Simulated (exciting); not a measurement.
The B K edge of atom 7 in MgB2C2, space group Pnnm, with 3 C at 1.57 Å (trigonal planar, site symmetry m), was computed at 3 levels: exchange and screened direct term (singlet BSE), independent particles and screened direct term alone. Common settings: exciting, all-electron LAPW+lo, LDA, 3×2×6 shifted k points, 32 conduction bands, |G+q| up to 3 bohr⁻¹, full RPA screening with nempty = 61, Lorentzian half width 0.45 eV.

Energy from the Kohn–Sham onset, core level to the lowest empty state found on the meshes used; all runs on one relative scale:

| E (eV) | run 1 | run 2 | run 3 |
| --- | --- | --- | --- |
| -5.0 | 0.04 | 0.05 | 0.01 |
| -4.5 | 0.05 | 0.06 | 0.02 |
| -4.0 | 0.06 | 0.08 | 0.02 |
| -3.5 | 0.09 | 0.11 | 0.02 |
| -3.0 | 0.13 | 0.18 | 0.02 |
| -2.5 | 0.23 | 0.35 | 0.03 |
| -2.0 | 0.48 | 0.87 | 0.04 |
| -1.5 | 1.33 | 2.04 | 0.05 |
| -1.0 | 1.58 | 1.08 | 0.08 |
| -0.5 | 0.67 | 0.51 | 0.15 |
| 0.0 | 0.47 | 0.42 | 0.33 |
| 0.5 | 0.42 | 0.39 | 0.52 |
| 1.0 | 0.42 | 0.39 | 0.48 |
| 1.5 | 0.39 | 0.38 | 0.50 |
| 2.0 | 0.35 | 0.34 | 0.50 |
| 2.5 | 0.32 | 0.33 | 0.45 |
| 3.0 | 0.36 | 0.37 | 0.35 |
| 3.5 | 0.45 | 0.48 | 0.30 |
| 4.0 | 0.54 | 0.60 | 0.32 |
| 4.5 | 0.68 | 0.80 | 0.38 |
| 5.0 | 0.95 | 1.17 | 0.37 |
| 5.5 | 1.40 | 1.62 | 0.39 |
| 6.0 | 1.58 | 1.53 | 0.44 |
| 6.5 | 1.21 | 1.10 | 0.58 |
| 7.0 | 0.94 | 0.86 | 0.77 |
| 7.5 | 0.83 | 0.77 | 0.93 |
| 8.0 | 0.74 | 0.69 | 0.95 |
| 8.5 | 0.64 | 0.60 | 0.97 |
| 9.0 | 0.64 | 0.61 | 0.85 |
| 9.5 | 0.72 | 0.68 | 0.74 |
| 10.0 | 0.66 | 0.62 | 0.79 |
| 10.5 | 0.61 | 0.57 | 0.82 |
| 11.0 | 0.61 | 0.57 | 0.83 |
| 11.5 | 0.59 | 0.55 | 0.82 |
| 12.0 | 0.55 | 0.51 | 0.80 |
| 12.5 | 0.56 | 0.52 | 0.75 |
| 13.0 | 0.54 | 0.50 | 0.74 |
| 13.5 | 0.52 | 0.48 | 0.76 |
| 14.0 | 0.51 | 0.47 | 0.74 |
| 14.5 | 0.50 | 0.45 | 0.78 |
| 15.0 | 0.45 | 0.40 | 0.84 |

**Question.** Which run is which, and why?

Run 1: exchange and screened direct term (singlet BSE); highest local maximum in the window at -1.2 eV. Run 2: screened direct term alone; highest local maximum in the window at -1.4 eV. Run 3: independent particles; highest local maximum in the window at 8.3 eV. The attractive direct term pulls weight down: the curves pass 0.28 at -2.3, -2.6 and 0.0 eV in the order of the runs. Exchange is repulsive: the centre of weight of the curve lies at 5.7 eV with it and at 5.4 eV without it. Fine structure above the first lines is partly noise of the 36-point mesh.

[Hosts, paths, dates, database ids (printed as entryN), source tags and the programs' standing remarks are cut or masked in the printed files.]
